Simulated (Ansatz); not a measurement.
# H5C3: which shell does photoemission see at 21.2 and 1486.7 eV? (LDA)

The valence band of H5C3 mixes several shells. Work out by hand which one leads the spectrum's area at each photon energy.

Filled states come from the projected DOS of Ansatz 0.2.0 (LDA, plane waves); cross sections σ and asymmetry parameters β are those of free atoms in a Dirac–Hartree–Slater calculation. A shell's area is states × σ × angular factor, which is 1 − β·P₂(cos θ)/2 for unpolarised light, with θ = 45° from the beam and P₂ = 0.250.

**At 21.2 eV** (states counted from 11.2 eV below the zero; other shells add 0 to the products' sum of 107):

```
shell  filled states a cell  cross section (Mb an electron)     β  angular factor  product  share by hand (%)  share in the simulated spectrum (%)
 C 2s                  4.11                           0.584  2.00            0.75      1.8                  2                                    2
 C 2p                 37.02                            2.74  1.32            0.83     84.5                 79                                   79
 H 1s                 14.38                            1.88  2.00            0.75     20.3                 19                                   19
```

**At 1486.7 eV** (states counted from 16.8 eV below the zero; other shells add 0 to the products' sum of 0.00314):

| shell | filled states a cell | cross section (Mb an electron) | β | angular factor | product | share by hand (%) | share in the simulated spectrum (%) |
| --- | --- | --- | --- | --- | --- | --- | --- |
| C 2s | 11.64 | 0.000314 | 2.00 | 0.75 | 0.00274 | 87 | 87 |
| C 2p | 39.17 | 9.78e-06 | 0.34 | 0.96 | 0.000367 | 12 | 12 |
| H 1s | 16.57 | 3.02e-06 | 2.00 | 0.75 | 3.76e-05 | 1 | 1 |

C 2p leads at 21.2 eV and C 2s at 1486.7 eV. Between the two energies σ of C 2p changes by a factor 3.6e-6 and that of C 2s by 5.4e-4, so their ratio moves 150-fold in favour of the second. The simulated spectrum uses the same rule on the energy-resolved DOS, so the two share columns agree within a few points.

Only crystals where the two columns agree within 4 points and the lead is clear are worked in this form. Free-atom cross sections ignore the solid's final states, no escape depth or background enters, and the count of states a shell hangs on the projection.

[Logs are printed without paths, hosts, clocks, repeated set-up lines and the standing remarks that a program may print on its own settings, such as how far it seeks lower states.]
